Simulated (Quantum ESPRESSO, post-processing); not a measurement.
# Sr(111), 5 layers: parallel layout and speed, part 3 of 3

Which layout of ranks, pools and threads suits Sr(111), 5 layers? The physics should not care; the clock does.

Quantum ESPRESSO 7.5; plane-wave DFT, PBE, PseudoDojo norm-conserving pseudopotentials.

So far. Step 7 (Ground state: 1 rank, 1 pool, 4 threads a rank): Counted from each run's own zero (the Fermi level), the vacuum level differs from the first run's by -1 meV. Step 8 (Self-consistent run: 2 ranks, 2 pools, 1 thread a rank): Counted from each run's own zero (the Fermi level), the vacuum level differs from the first run's by -1 meV.

## (9) Self-consistent run: 1 rank, 1 pool, 1 thread a rank

File c7.in:

```
&control
  prefix = 'c7'
  outdir = './out'
  pseudo_dir = './pseudo'
  calculation = 'scf'
  tprnfor = .true.
/
&system
  ibrav = 0
  nat = 5
  ntyp = 1
  ecutwfc = 56
  ecutrho = 224
  occupations = 'smearing'
  smearing = 'mv'
  degauss = 0.02
  assume_isolated = 'esm'
  esm_bc = 'bc1'
/
&electrons
  conv_thr = 1e-07
  mixing_beta = 0.4
  electron_maxstep = 120
  mixing_mode = 'local-TF'
/
ATOMIC_SPECIES
  Sr  87.6200  Sr.dojo-sr-pbe-0.4.1-standard.upf
CELL_PARAMETERS angstrom
  4.29920922961421 0.00000000000000 0.00000000000000
  2.14960461480710 3.72322440903043 0.00000000000000
  0.00000000000000 0.00000000000000 30.04115854669170
ATOMIC_POSITIONS crystal
  Sr  0.666666666700 0.666666666700 -0.233698685836
  Sr  0.000000000000 0.000000000000 -0.116849342918
  Sr  0.333333333300 0.333333333300 0.000000000000
  Sr  0.666666666700 0.666666666700 0.116849342918
  Sr  0.000000000000 0.000000000000 0.233698685836
K_POINTS automatic
  6 6 1 0 0 0
```

Started as:

```bash
$ OMP_NUM_THREADS=1 pw.x -nk 1 -in c7.in > c7.out
```

What it wrote:

```text
[banner, memory and clock lines left out]
Program PWSCF v.7.5 starts
[...]
Message from routine setup:
[...]
number of electrons       =        50.00
     number of Kohn-Sham states=           30
     kinetic-energy cutoff     =      56.0000  Ry
     charge density cutoff     =     224.0000  Ry
[...]
number of k points=     7  Marzari-Vanderbilt smearing, width (Ry)=  0.0200
[...]
Dense  grid:   184081 G-vectors     FFT dimensions: (  45,  45, 288)
[...]
negative rho (up, down):  8.971E-05 0.000E+00
     Starting wfcs are   25 randomized atomic wfcs +    5 random wfcs
[...]
estimated scf accuracy    <       0.51650246 Ry
[...]
estimated scf accuracy    <       0.33085514 Ry
[...]
estimated scf accuracy    <       0.01968196 Ry
[...]
estimated scf accuracy    <       0.04791022 Ry
[...]
estimated scf accuracy    <       0.00859821 Ry
[...]
estimated scf accuracy    <       0.01021504 Ry
[...]
estimated scf accuracy    <       0.01259821 Ry
[...]
negative rho (up, down):  6.658E-05 0.000E+00
[...]
estimated scf accuracy    <       0.00326372 Ry
[...]
negative rho (up, down):  4.519E-08 0.000E+00
[...]
estimated scf accuracy    <       0.00054958 Ry
[...]
estimated scf accuracy    <       0.00159504 Ry
[...]
estimated scf accuracy    <       0.00016506 Ry
[...]
estimated scf accuracy    <       0.00026550 Ry
[...]
estimated scf accuracy    <       0.00027222 Ry
[...]
estimated scf accuracy    <       0.00002063 Ry
[...]
estimated scf accuracy    <       0.00000567 Ry
[...]
estimated scf accuracy    <       0.00000194 Ry
[...]
estimated scf accuracy    <       0.00000662 Ry
[...]
negative rho (up, down):  1.208E-06 0.000E+00
[...]
estimated scf accuracy    <       0.00001222 Ry
[...]
estimated scf accuracy    <       0.00000285 Ry
[...]
estimated scf accuracy    <       0.00000019 Ry
[...]
estimated scf accuracy    <       0.00000083 Ry
[...]
estimated scf accuracy    <       0.00000023 Ry
[...]
the Fermi energy is    -2.6786 ev
!    total energy              =    -342.28183000 Ry
     estimated scf accuracy    <       0.00000003 Ry
     smearing contrib. (-TS)   =      -0.00533594 Ry
     internal energy E=F+TS    =    -342.27649406 Ry
[...]
one-electron contribution =    5853.18147768 Ry
     hartree contribution      =   -2935.75227761 Ry
     xc contribution           =     -83.02062528 Ry
     ewald contribution        =   -3176.68506884 Ry
     convergence has been achieved in  23 iterations
[...]
Total force =     0.004543     Total SCF correction =     0.000304
[...]
```

Run time: 5.6 min. Hardware: 1 MPI rank of Arm Neoverse V2, shared host; peak memory 0.41 GiB.

The program's own clock; routines nest. Time by routine:

```csv
routine,wall time (s),calls
PWSCF,337.5,1
electrons,333.2,1
c_bands,278.8,24
cegterg,272.9,181
h_psi,225.7,2391
fftw,194,45894
vloc_psi,189.9,2391
sum_band,26.66,24
mix_rho,23.4,24
add_vuspsi,17.99,2391
calbec,17.81,2419
h_psi:calbec,17.23,2391
ffts,15.15,1918
v_of_rho,4.49,24
```

Counted from each run's own zero (the Fermi level), the vacuum level differs from the first run's by -1 meV.

## (10) The series side by side

All levels:

```
                             level  vacuum level over the Fermi level (eV)  its change from the first (meV)  energy from the first (meV an atom)  SCF iterations  wall time (s)  peak memory (GiB)  CPU time (s)
 4 ranks, 4 pools, 1 thread a rank                                    2.68                                0                                    0              20          126.7               0.98         505.2
 4 ranks, 2 pools, 1 thread a rank                                   2.677                             -2.6                             -8.98e-4              20          110.2               0.64         440.5
  4 ranks, 1 pool, 1 thread a rank                                   2.676                             -3.6                             0.001442              29          100.1               0.51         399.9
2 ranks, 2 pools, 2 threads a rank                                   2.679                             -1.3                            -0.001442              21          318.1               0.59         822.4
 2 ranks, 1 pool, 2 threads a rank                                   2.679                             -1.1                            -0.001551              32          132.4               0.43         436.7
  1 rank, 1 pool, 4 threads a rank                                   2.678                             -1.4                            -0.001469              23          802.6               0.38          1393
 2 ranks, 2 pools, 1 thread a rank                                   2.679                             -1.3                            -0.001442              21          216.5               0.59         432.8
   1 rank, 1 pool, 1 thread a rank                                   2.679                             -1.3                            -0.001551              23            338               0.41         337.9
```

## (11) The arithmetic

Efficiency = (t₁ n₁)/(t₂ n₂) an iteration = (338.0/23 × 1) / (100.1/29 × 4) = 1.06.

## (12) Results

```json
{
 "fastest": "4 ranks, 1 pool, 1 thread a rank: 1.7 min, 29 iterations",
 "slowest that converged": "1 rank, 1 pool, 4 threads a rank: 13 min, 23 iterations",
 "largest change of the vacuum level": "4 meV"
}
```

What this shows: The fastest choice is 4 ranks, 1 pool, 1 thread a rank: 1.7 min, 29 iterations. From 1 to 4 cores the time an iteration falls from 15 to 3.5 s, a parallel efficiency of 106 % by this measure and of 84 % in wall time; iterations differ in number and cost. On all 4 cores the layouts span 3.5 s (4 ranks, 1 pool, 1 thread a rank) to 35 s an iteration (1 rank, 1 pool, 4 threads a rank), and 0.38 to 0.98 GiB. Some layouts with several threads a rank ran hardly faster than one core, or slower; the cause (binding, or neighbours on the host) was not examined. The vacuum level differs by up to 4 meV between layouts, the slack that the SCF threshold leaves. Iteration counts run from 20 to 32 with the layout alone. The times come from a shared host and are rough. Peak memory is sampled during the run and can miss the peak. The geometry is as built, not relaxed.

[Logs are printed without paths, hosts, clocks, repeated set-up lines and the standing remarks that a program may print on its own settings, such as how far it seeks lower states.]

[Hosts, paths, dates, database ids (printed as entryN), source tags and the programs' standing remarks are cut or masked in the printed files.]

[Maps of the electrostatic potential energy from Ansatz leave out the sawtooth potential of an applied field or a dipole correction, so their vacuum need not be flat; planar profiles and work functions include it.]
